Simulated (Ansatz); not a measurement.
# A hypothetical structure for Mg2ScTi2

Starting from a made-up structure for Mg2ScTi2, the aim is the relaxed cell, its shortest contacts and, where a second run follows, its electronic structure.

Calculated with Ansatz 0.2.0; DFT, PBE, plane-wave PAW, files of the set soft_1, scalar-relativistic, no spin, cell and ions relaxed at zero pressure; PAW set soft_1, in the first sound run; inputs show where later runs differ.

### Step 1. The structure

It takes space group P4/mmm (No. 123, tetragonal). The conventional cell has a = 4.205 Å, b = 4.205 Å, c = 5.717 Å, α = 90.00°, β = 90.00°, γ = 90.00°. Nearest to Ti lie 4 Mg at 2.55 Å and 2 Ti at 2.82 to 2.90 Å and 4 Sc at 3.29 Å. Sc has 8 Ti at 3.29 Å and 8 Mg at 3.55 Å nearest. Mg has 4 Ti at 2.55 Å and 4 Mg at 2.97 Å and 4 Sc at 3.55 Å nearest. Farther neighbours are not listed.

### Step 2. Relaxation of the guess

The guessed cell has no reason to be at equilibrium. It is relaxed with the atoms, within the space group of the guess.

input.yaml reads:

```yaml
crystal:
  lattice:
    - [4.205, 0.0, 0.0]
    - [0.0, 4.205, 0.0]
    - [0.0, 0.0, 5.717]
  atoms:
    - { symbol: Ti, position: [0.5, 0.5, 0.7533] }
    - { symbol: Ti, position: [0.5, 0.5, 0.2467] }
    - { symbol: Sc, position: [0.0, 0.0, 0.0] }
    - { symbol: Mg, position: [0.5, 0.0, 0.5] }
    - { symbol: Mg, position: [0.0, 0.5, 0.5] }
kpoints:
  mp_grid: { grid: [6, 6, 5] }
scf:
  occupations: { method: fermi_dirac, width: 0.05 }
hamiltonian:
  xc: pbe
  pseudopotentials: { kind: paw, azcp: { folder: soft_1 } }
relax:
  f_tol: 0.015
  max_steps: 70
  cell: {}
output:
  forces: true
  stress: true
```

Launch:

```console
$ ansatz run input.yaml --threads 4 --pin off --max-ram 8192MiB --backend cpu --events-out ev --progress --plain --runs-dir out
```

Numbers of over 12 decimals in the logs are rounded to 6 here.

The log of the run:

```text
Engine: ansatz 0.2.0, aarch64-unknown-linux-gnu
Pseudopotentials: kind: paw
Pseudopotential: Ti, paw, valence charge 12, recommended cutoff 420 eV (normal), soft_1/Ti.paw.azcp
Pseudopotential: Sc, paw, valence charge 11, recommended cutoff 420 eV (normal), soft_1/Sc.paw.azcp
Pseudopotential: Mg, paw, valence charge 10, recommended cutoff 420 eV (normal), soft_1/Mg.paw.azcp
Functional definition: PBE
  parameter kappa = 0.804
  parameter beta = 0.066725
  exchange = pbe_x(kappa = kappa, mu = beta*pi^2/3)
  correlation = pbe_c(beta = beta)
Crystal: 5 atoms, lattice volume = 101.088 Å³
Basis set: ecut = 420 eV, 1943 PW (Γ), exchange–correlation on 60×60×80 points (8 copies of the dense FFT grid, shifted against one another)
Bands: 33, of which v1, the nominal top of the filled ones, is band 28 counted from 1 (27 counted from 0)
Symmetry: 16 space group operations
Space group: P4/mmm (ITA 123), of the structure as read, at distance tolerance 4.7e-5 Å
k-points: 30 of 180
Non-local potential: Ti, projectors of the file, l = 0: 3, l = 1: 2, l = 2: 3, l = 3: 1
Non-local potential: Sc, projectors of the file, l = 0: 3, l = 1: 2, l = 2: 3, l = 3: 1
Non-local potential: Mg, projectors of the file, l = 0: 3, l = 1: 2, l = 2: 1
PAW form: soft (Blöchl's): semilocal exchange-correlation on the pseudo side does not see the compensation charge
PAW one-centre angular grid: Ti, 590 points (default); XC on 64 Gauss nodes
PAW one-centre angular grid: Sc, 590 points (default); XC on 64 Gauss nodes
PAW one-centre angular grid: Mg, 110 points (default); XC on 64 Gauss nodes
Initial density: superposition of atomic densities (chi_scale 0.1, normalization cell, long waves kept (reshape's long-wave potential 0.00 eV rms))
Initial wavefunctions: pseudopotential atomic-orbital guess
Functional: x = pbe(κ = 0.804, μ = 0.219515), c = pbe(β = 0.066725)
SCF iter   1: F=—  HF=-10980.041959 eV  |F-HF|=—  |Δ(HF+E_count)|=         —  Δρ=4.19e-2  dr2=5.50e0  ethr=3.10e-3  ⟨swp⟩=5.4  Hψ=4084  notcnv=0
preconditioner: auto → Kerker (q_TF=auto, 2.465 Å⁻¹)  [metal: Δε(μ)=0.022 eV  Ē_g=2.713 eV  σ=0.050 eV  W_gap=0.11  n_scr=28 (ndim 8)  ℏωp=14.3 eV  f_vac=0.000  D(μ)=7.45/eV (n_scr^D=90)]
SCF iter   2: F=—  HF=-10979.191847 eV  |F-HF|=—  |Δ(HF+E_count)|=   8.50e-1  Δρ=2.23e-2  dr2=1.42e0  ethr=3.10e-3  ⟨swp⟩=2.4  Hψ=1539  notcnv=0
SCF iter   3: F=—  HF=-10978.903961 eV  |F-HF|=—  |Δ(HF+E_count)|=   2.88e-1  Δρ=9.24e-3  dr2=1.69e-1  ethr=2.59e-3  ⟨swp⟩=2.7  Hψ=1446  notcnv=0
SCF iter   4: F=—  HF=-10978.898115 eV  |F-HF|=—  |Δ(HF+E_count)|=   5.85e-3  Δρ=7.19e-3  dr2=1.42e-1  ethr=3.08e-4  ⟨swp⟩=2.8  Hψ=1617  notcnv=0
SCF iter   5: F=—  HF=-10978.886943 eV  |F-HF|=—  |Δ(HF+E_count)|=   1.12e-2  Δρ=3.42e-3  dr2=3.40e-2  ethr=2.59e-4  ⟨swp⟩=2.0  Hψ=1166  notcnv=0
SCF iter   6: F=—  HF=-10978.882707 eV  |F-HF|=—  |Δ(HF+E_count)|=   4.24e-3  Δρ=4.86e-4  dr2=6.26e-4  ethr=6.19e-5  ⟨swp⟩=2.0  Hψ=1289  notcnv=0
SCF iter   7: F=—  HF=-10978.882596 eV  |F-HF|=—  |Δ(HF+E_count)|=   1.11e-4  Δρ=1.02e-4  dr2=2.49e-5  ethr=1.14e-6  ⟨swp⟩=2.0  Hψ=1437  notcnv=0
SCF iter   8: F=—  HF=-10978.882471 eV  |F-HF|=—  |Δ(HF+E_count)|=   1.25e-4  Δρ=3.72e-5  dr2=4.02e-6  ethr=4.53e-8  ⟨swp⟩=2.0  Hψ=1430  notcnv=0
SCF iter   9: F=-10978.882471 eV  HF=-10978.882471 eV  |F-HF|=4.55e-8  |Δ(HF+E_count)|=   4.59e-7  Δρ=8.65e-6  dr2=7.60e-8  ethr=1.82e-10  ⟨swp⟩=3.7  Hψ=4176  notcnv=0
SCF 1 converged in 9 iterations: F = -10978.882471 eV  dr2 = 7.60e-8
  greatest PAW one-centre occupation: 1.000 electrons in one spin orbital (limit 2), on the Mg atom at site 4 (counted from 0), in its partial waves of l = 0
relax step   1: F+E_penalty+E_count = -10978.88247081 eV  Δ(F+E_penalty+E_count) = +0.000e0 eV  max|allowed force component| = 3.112e0 eV/Å  Δτ_max = 0.0000 Å  P = +9.036 GPa  Ω = 101.088 Å³  (9 SCF iters, dr2 threshold 1.00e-7 eV, accepted)
Crystal: 5 atoms, lattice volume = 105.327 Å³
Basis set: ecut = 420 eV, 2051 PW (Γ), exchange–correlation on 60×60×80 points (8 copies of the dense FFT grid, shifted against one another)
Initial density: handed on by an earlier stage of this run
Initial wavefunctions: those handed on with the density
SCF iter   1: F=—  HF=-10980.367496 eV  |F-HF|=—  |Δ(HF+E_count)|=         —  Δρ=2.97e-2  dr2=2.61e0  ethr=3.10e-3  ⟨swp⟩=8.1  Hψ=4138  notcnv=0
preconditioner: auto → Kerker (q_TF=auto, 2.448 Å⁻¹)  [metal: Δε(μ)=0.010 eV  Ē_g=2.424 eV  σ=0.050 eV  W_gap=0.05  n_scr=28 (ndim 8)  ℏωp=14.0 eV  f_vac=0.000  D(μ)=9.12/eV (n_scr^D=122)]
SCF iter   2: F=—  HF=-10980.023687 eV  |F-HF|=—  |Δ(HF+E_count)|=   3.44e-1  Δρ=1.29e-2  dr2=6.49e-1  ethr=3.10e-3  ⟨swp⟩=2.0  Hψ=1320  notcnv=0
SCF iter   3: F=—  HF=-10979.926774 eV  |F-HF|=—  |Δ(HF+E_count)|=   9.69e-2  Δρ=2.81e-3  dr2=1.42e-2  ethr=1.18e-3  ⟨swp⟩=2.0  Hψ=1347  notcnv=0
SCF iter   4: F=—  HF=-10979.922674 eV  |F-HF|=—  |Δ(HF+E_count)|=   4.10e-3  Δρ=8.88e-4  dr2=1.43e-3  ethr=2.58e-5  ⟨swp⟩=2.0  Hψ=1664  notcnv=0
SCF iter   5: F=—  HF=-10979.922374 eV  |F-HF|=—  |Δ(HF+E_count)|=   3.00e-4  Δρ=2.43e-4  dr2=1.06e-4  ethr=2.61e-6  ⟨swp⟩=2.0  Hψ=1268  notcnv=0
SCF iter   6: F=—  HF=-10979.922310 eV  |F-HF|=—  |Δ(HF+E_count)|=   6.41e-5  Δρ=7.77e-5  dr2=7.09e-6  ethr=1.92e-7  ⟨swp⟩=2.0  Hψ=1678  notcnv=0
SCF iter   7: F=-10979.922309 eV  HF=-10979.922309 eV  |F-HF|=1.49e-7  |Δ(HF+E_count)|=   1.03e-6  Δρ=2.14e-5  dr2=4.07e-7  ethr=9.09e-10  ⟨swp⟩=3.2  Hψ=4241  notcnv=0
SCF 2 converged in 7 iterations: F = -10979.922309 eV  dr2 = 4.07e-7
relax step   2: F+E_penalty+E_count = -10979.92230914 eV  Δ(F+E_penalty+E_count) = -1.040e0 eV  max|allowed force component| = 1.571e0 eV/Å  Δτ_max = 0.1969 Å  P = +2.707 GPa  Ω = 105.327 Å³  energy of the carried Pulay correction = -4.399e-4 eV  (7 SCF iters, dr2 threshold 5.00e-7 eV, accepted)
Crystal: 5 atoms, lattice volume = 105.070 Å³
SCF iter   1: F=—  HF=-10981.154703 eV  |F-HF|=—  |Δ(HF+E_count)|=         —  Δρ=5.15e-2  dr2=6.09e0  ethr=3.10e-3  ⟨swp⟩=9.3  Hψ=4461  notcnv=0
preconditioner: auto → Kerker (q_TF=auto, 2.449 Å⁻¹)  [metal: Δε(μ)=0.027 eV  Ē_g=2.653 eV  σ=0.050 eV  W_gap=0.13  n_scr=28 (ndim 8)  ℏωp=14.0 eV  f_vac=0.000  D(μ)=6.37/eV (n_scr^D=66)]
SCF iter   2: F=—  HF=-10980.586318 eV  |F-HF|=—  |Δ(HF+E_count)|=   5.68e-1  Δρ=1.86e-2  dr2=9.89e-1  ethr=3.10e-3  ⟨swp⟩=2.4  Hψ=1430  notcnv=0
SCF iter   3: F=—  HF=-10980.476492 eV  |F-HF|=—  |Δ(HF+E_count)|=   1.10e-1  Δρ=5.51e-3  dr2=5.91e-2  ethr=1.80e-3  ⟨swp⟩=2.0  Hψ=1255  notcnv=0
SCF iter   4: F=—  HF=-10980.468352 eV  |F-HF|=—  |Δ(HF+E_count)|=   8.14e-3  Δρ=1.31e-3  dr2=2.43e-3  ethr=1.07e-4  ⟨swp⟩=2.2  Hψ=1573  notcnv=0
SCF iter   5: F=—  HF=-10980.467797 eV  |F-HF|=—  |Δ(HF+E_count)|=   5.55e-4  Δρ=3.52e-4  dr2=2.19e-4  ethr=4.41e-6  ⟨swp⟩=2.0  Hψ=1484  notcnv=0
SCF iter   6: F=—  HF=-10980.467472 eV  |F-HF|=—  |Δ(HF+E_count)|=   3.26e-4  Δρ=1.16e-4  dr2=1.55e-5  ethr=3.98e-7  ⟨swp⟩=2.0  Hψ=1260  notcnv=0
SCF iter   7: F=—  HF=-10980.467469 eV  |F-HF|=—  |Δ(HF+E_count)|=   2.51e-6  Δρ=2.61e-5  dr2=8.61e-7  ethr=2.81e-8  ⟨swp⟩=2.1  Hψ=1355  notcnv=0
SCF iter   8: F=-10980.467469 eV  HF=-10980.467469 eV  |F-HF|=2.22e-8  |Δ(HF+E_count)|=   4.62e-8  Δρ=6.68e-6  dr2=4.42e-8  ethr=9.09e-10  ⟨swp⟩=4.2  Hψ=3411  notcnv=0
SCF 3 converged in 8 iterations: F = -10980.467469 eV  dr2 = 4.42e-8
relax step   3: F+E_penalty+E_count = -10980.46746907 eV  Δ(F+E_penalty+E_count) = -5.452e-1 eV  max|allowed force component| = 7.103e-1 eV/Å  Δτ_max = 0.1981 Å  P = +1.506 GPa  Ω = 105.070 Å³  energy of the carried Pulay correction = -4.137e-4 eV  (8 SCF iters, dr2 threshold 5.00e-7 eV, accepted)
[... from here on, the SCF cycles and remarks between the steps are left out ...]
relax step   4: F+E_penalty+E_count = -10980.18333153 eV  Δ(F+E_penalty+E_count) = +2.841e-1 eV  max|allowed force component| = 4.928e0 eV/Å  Δτ_max = 0.1735 Å  P = +4.802 GPa  Ω = 106.029 Å³  energy of the carried Pulay correction = -5.110e-4 eV  (8 SCF iters, dr2 threshold 5.00e-7 eV, rejected (line search))
relax step   5: F+E_penalty+E_count = -10980.54645541 eV  Δ(F+E_penalty+E_count) = -7.899e-2 eV  max|allowed force component| = 4.806e-1 eV/Å  Δτ_max = 0.0234 Å  P = +0.506 GPa  Ω = 106.814 Å³  energy of the carried Pulay correction = -5.899e-4 eV  (11 SCF iters, accepted)
relax step   6: F+E_penalty+E_count = -10980.60258445 eV  Δ(F+E_penalty+E_count) = -5.613e-2 eV  max|allowed force component| = 3.515e-1 eV/Å  Δτ_max = 0.0153 Å  P = +0.803 GPa  Ω = 106.030 Å³  energy of the carried Pulay correction = -5.110e-4 eV  (6 SCF iters, dr2 threshold 5.00e-7 eV, accepted)
relax step   7: F+E_penalty+E_count = -10980.65159154 eV  Δ(F+E_penalty+E_count) = -4.901e-2 eV  max|allowed force component| = 1.316e-1 eV/Å  Δτ_max = 0.0248 Å  P = +0.098 GPa  Ω = 107.278 Å³  energy of the carried Pulay correction = -6.363e-4 eV  (6 SCF iters, dr2 threshold 5.00e-7 eV, accepted)
relax step   8: F+E_penalty+E_count = -10980.65532249 eV  Δ(F+E_penalty+E_count) = -3.731e-3 eV  max|allowed force component| = 5.824e-3 eV/Å  Δτ_max = 0.0132 Å  P = -0.032 GPa  Ω = 107.602 Å³  energy of the carried Pulay correction = -6.686e-4 eV  (6 SCF iters, dr2 threshold 5.00e-7 eV, accepted)
relax step   9: F+E_penalty+E_count = -10980.65535147 eV  Δ(F+E_penalty+E_count) = -2.898e-5 eV  max|allowed force component| = 1.161e-3 eV/Å  Δτ_max = 0.0004 Å  P = -0.002 GPa  Ω = 107.553 Å³  energy of the carried Pulay correction = -6.637e-4 eV  (6 SCF iters, dr2 threshold 1.36e-8 eV, accepted)
relax step  10: F+E_penalty+E_count = -10980.65704631 eV  Δ(F+E_penalty+E_count) = -1.695e-3 eV  max|allowed force component| = 2.499e-3 eV/Å  Δτ_max = 0.0000 Å  P = +0.028 GPa  Ω = 107.553 Å³  stress off target by 7.33e-2 GPa  SCF on the basis re-selected at this cell (its energy is not comparable with the rows above)  (6 SCF iters)
relax step  11: F+E_penalty+E_count = -10980.65706490 eV  Δ(F+E_penalty+E_count) = -1.859e-5 eV  max|allowed force component| = 2.607e-4 eV/Å  Δτ_max = 0.0004 Å  P = -0.001 GPa  Ω = 107.611 Å³  energy of the carried Pulay correction = -7.156e-6 eV  (6 SCF iters, dr2 threshold 1.34e-8 eV, accepted)
iter 1 solved again at ethr=1.20e-7 eV; its pass at ethr=3.10e-3 eV (dr2=6.61e-5 eV) is discarded
SCF iter   1: F=—  HF=-10980.657290 eV  |F-HF|=—  |Δ(HF+E_count)|=         —  Δρ=1.27e-5  dr2=2.10e-7  ethr=1.20e-7  ⟨swp⟩=3.3  Hψ=6744  notcnv=0
preconditioner: auto → Kerker (q_TF=auto, 2.440 Å⁻¹)  [metal: Δε(μ)=0.003 eV  Ē_g=2.716 eV  σ=0.050 eV  W_gap=0.01  n_scr=28 (ndim 8)  ℏωp=13.9 eV  f_vac=0.000  D(μ)=7.76/eV (n_scr^D=90)]
SCF iter   2: F=—  HF=-10980.657068 eV  |F-HF|=—  |Δ(HF+E_count)|=   2.22e-4  Δρ=6.74e-6  dr2=5.72e-8  ethr=3.82e-10  ⟨swp⟩=2.7  Hψ=1951  notcnv=0
SCF iter   3: F=—  HF=-10980.657068 eV  |F-HF|=—  |Δ(HF+E_count)|=   3.31e-9  Δρ=4.19e-6  dr2=2.30e-8  ethr=1.04e-10  ⟨swp⟩=1.2  Hψ=995  notcnv=0
SCF iter   4: F=—  HF=-10980.657068 eV  |F-HF|=—  |Δ(HF+E_count)|=   1.60e-9  Δρ=1.89e-6  dr2=4.69e-9  ethr=4.18e-11  ⟨swp⟩=1.4  Hψ=1016  notcnv=0
SCF iter   5: F=—  HF=-10980.657068 eV  |F-HF|=—  |Δ(HF+E_count)|=  3.18e-10  Δρ=2.37e-7  dr2=5.97e-11  ethr=8.52e-12  ⟨swp⟩=2.0  Hψ=1208  notcnv=0
SCF iter   6: F=—  HF=-10980.657068 eV  |F-HF|=—  |Δ(HF+E_count)|=  1.82e-12  Δρ=2.94e-7  dr2=1.22e-10  ethr=1.00e-12  ⟨swp⟩=4.8  Hψ=3440  notcnv=0
SCF iter   7: F=-10980.657068 eV  HF=-10980.657068 eV  |F-HF|=2.36e-11  |Δ(HF+E_count)|=  5.46e-12  Δρ=1.54e-7  dr2=3.18e-11  ethr=1.00e-12  ⟨swp⟩=3.0  Hψ=3233  notcnv=0
SCF 12 converged in 7 iterations: F = -10980.657068 eV  dr2 = 3.18e-11
relax step  12: F+E_penalty+E_count = -10980.65706819 eV  Δ(F+E_penalty+E_count) = -3.290e-6 eV  max|allowed force component| = 2.399e-4 eV/Å  Δτ_max = 0.0000 Å  P = -0.001 GPa  Ω = 107.611 Å³  stress off target by 2.09e-3 GPa  SCF on the basis re-selected at this cell (its energy is not comparable with the rows above)  (7 SCF iters)
basis re-selected at this cell: Δ(F+E_penalty+E_count) = -3.290e-6 eV, ΔP = -0.000 GPa vs the last step (what re-selecting the basis moved, of the pressure what is left beyond the Pulay correction that the steps carried, after the strain that the cell walked since its last selection, with what the two solves' SCF thresholds leave and, on support functions, any second-order correction that the steps lacked; it is no m [...]
SCF converged after 7 iterations
Free energy (F): -10980.657068 eV
Harris-Foulkes:  -10980.657068 eV  (|F-HF|=2.36e-11)
Internal energy: -10980.594163 eV  (E = F + TS)
E sigma→0 (E₀):  -10980.625616 eV
Entropy (-TS):   -0.062905 eV (-12.581 meV/atom)
Fermi energy:    8.483287 eV
--- Per-component energies (eV) ---
  E_band       = -1252.037723
  E_kinetic    = 911.877829
  E_local      = -6469.210269  (includes V_loc(G=0)·N_el)
  E_nonlocal   = 660.636347
  E_hartree    = 2359.112881
  E_xc         = -368.749845
  E_vxc        = -461.651643  (∫ρ·V_xc dr)
  E_paw        = -3680.082007  (= ΣΔE_a)
  E_vpaw       = -611.915573  (= ΣTr[D̂ρ^β])
  E_aug_tail   = -0.000405  (compensation charges beyond the density's cutoff)
  E_ewald      = -4394.178695
  E_smearing   = -0.062905  (= −TS)
  E_closure    = 0.000000  (closes the sum)
  Σ components = -10980.657068   (vs F -10980.657068, Δ=0.00e0)
--- Forces (eV/Å), atoms counted from 1 ---
  atom   1  Ti     0.00000000     0.00000000    -0.00023993
  atom   2  Ti     0.00000000     0.00000000     0.00023993
  atom   3  Sc    -0.00000000    -0.00000000     0.00000000
  atom   4  Mg    -0.00000000     0.00000000     0.00000000
  atom   5  Mg     0.00000000     0.00000000     0.00000000
  max |Σ_I F_I| component: 5.42e-20 eV/Å
--- Stress (GPa, compression-positive) ---
       -0.002087       0.000000       0.000000
        0.000000      -0.002087       0.000000
        0.000000       0.000000       0.001040
  P = ⅓ Tr σ = -0.0010 GPa (-0.010 kbar)
--- Relaxed structure (10 steps of the walk, 9 accepted, 2 SCFs on fresh bases) ---
  F+E_penalty+E_count = -10980.65706819 eV   max|allowed force component| = 2.399e-4 eV/Å   (the final SCF, on the basis selected at the relaxed cell)
  cell:  # Å, volume = 107.6111 Å³
    - [4.121154, 0, 0.0]
    - [0, 4.121154, 0.0]
    - [0.0, 0.0, 6.336063]
  atoms:
    - { symbol: Ti, position: [0.500000, 0.500000, 0.835951] }
    - { symbol: Ti, position: [0.500000, 0.500000, 0.164049] }
    - { symbol: Sc, position: [0, 0, 0.0] }
    - { symbol: Mg, position: [0.500000, 0, 0.500000] }
    - { symbol: Mg, position: [0, 0.500000, 0.500000] }
```

It took 17 s on 4 threads of Arm Neoverse V2, shared host; peak memory 0.49 GiB; 58 s of CPU time.

Step by step:

| step | energy less that of the first step (eV) | largest force component (eV/Å) | pressure (GPa) | volume (Å³) |
| --- | --- | --- | --- | --- |
| 1 | 0.0000 | 3.1119 | 9.04 | 101.09 |
| 2 | -1.0398 | 1.5710 | 2.71 | 105.33 |
| 3 | -1.5850 | 0.7103 | 1.51 | 105.07 |
| 4 | -1.3009 | 4.9275 | 4.80 | 106.03 |
| 5 | -1.6640 | 0.4806 | 0.51 | 106.81 |
| 6 | -1.7201 | 0.3515 | 0.80 | 106.03 |
| 7 | -1.7691 | 0.1316 | 0.10 | 107.28 |
| 8 | -1.7729 | 0.0058 | -0.03 | 107.60 |
| 9 | -1.7729 | 0.0012 | 0.00 | 107.55 |
| 10* | -1.7746 | 0.0025 | 0.03 | 107.55 |
| 11 | -1.7746 | 0.0003 | 0.00 | 107.61 |
| 12* | -1.7746 | 0.0002 | 0.00 | 107.61 |

Relaxation steps marked * repeat the geometry before them on a plane-wave basis chosen anew for their cell, so energy and pressure can jump there. Relaxation step 4 was tried and not accepted.

Forces are held to the 16 operations that the run works with; a distortion that breaks them can't arise in this run.

| conventional cell, symmetrised | before | after | change |
| --- | --- | --- | --- |
| a (Å) | 4.205 | 4.121 | -2.0 % |
| b (Å) | 4.205 | 4.121 | -2.0 % |
| c (Å) | 5.717 | 6.336 | +10.8 % |
| volume (Å³/atom) | 20.22 | 21.52 | +6.5 % |

The atoms that moved most (Å, as changes of fractional coordinates times the final cell):

| atom | dx | dy | dz | length |
| --- | --- | --- | --- | --- |
| Ti2 | 0.000 | 0.000 | -0.524 | 0.524 |
| Ti1 | 0.000 | 0.000 | 0.524 | 0.524 |

Final coordinates:

```xyz
5
Lattice="4.1212 0.0000 0.0000 0.0000 4.1212 0.0000 0.0000 0.0000 6.3361" Properties=species:S:1:pos:R:3 pbc="T T T"
Ti    2.0606    2.0606    5.2966
Ti    2.0606    2.0606    1.0394
Sc    0.0000    0.0000    0.0000
Mg    2.0606    0.0000    3.1680
Mg    0.0000    2.0606    3.1680
```

This step gave:

```
free energy             : -10980.6571 eV
energy at zero smearing : -10980.6256 eV
smearing term TS        : 0.06291 eV
Fermi energy            : 8.483 eV
electrons               : 55
symmetry operations     : 16
pressure                : -0.001045 GPa
```

Shortest distances by pair of elements, guess and relaxed (not always the same contact):

| pair | guess (Å) | relaxed (Å) |
| --- | --- | --- |
| Ti–Ti | 2.821 | 2.079 |
| Mg–Mg | 2.973 | 2.914 |
| Mg–Ti | 2.553 | 2.963 |
| Sc–Ti | 3.291 | 3.094 |
| Mg–Sc | 3.548 | 3.779 |

The relaxation ends with a largest force component of 2.4e-4 eV/Å and a pressure of 0.00 GPa.

[end of part 1 of 2]

[Logs are printed without paths, hosts, clocks, repeated set-up lines and the standing remarks that a program may print on its own settings, such as how far it seeks lower states.]

[Hosts, paths, dates, database ids (printed as entryN), source tags and the programs' standing remarks are cut or masked in the printed files.]
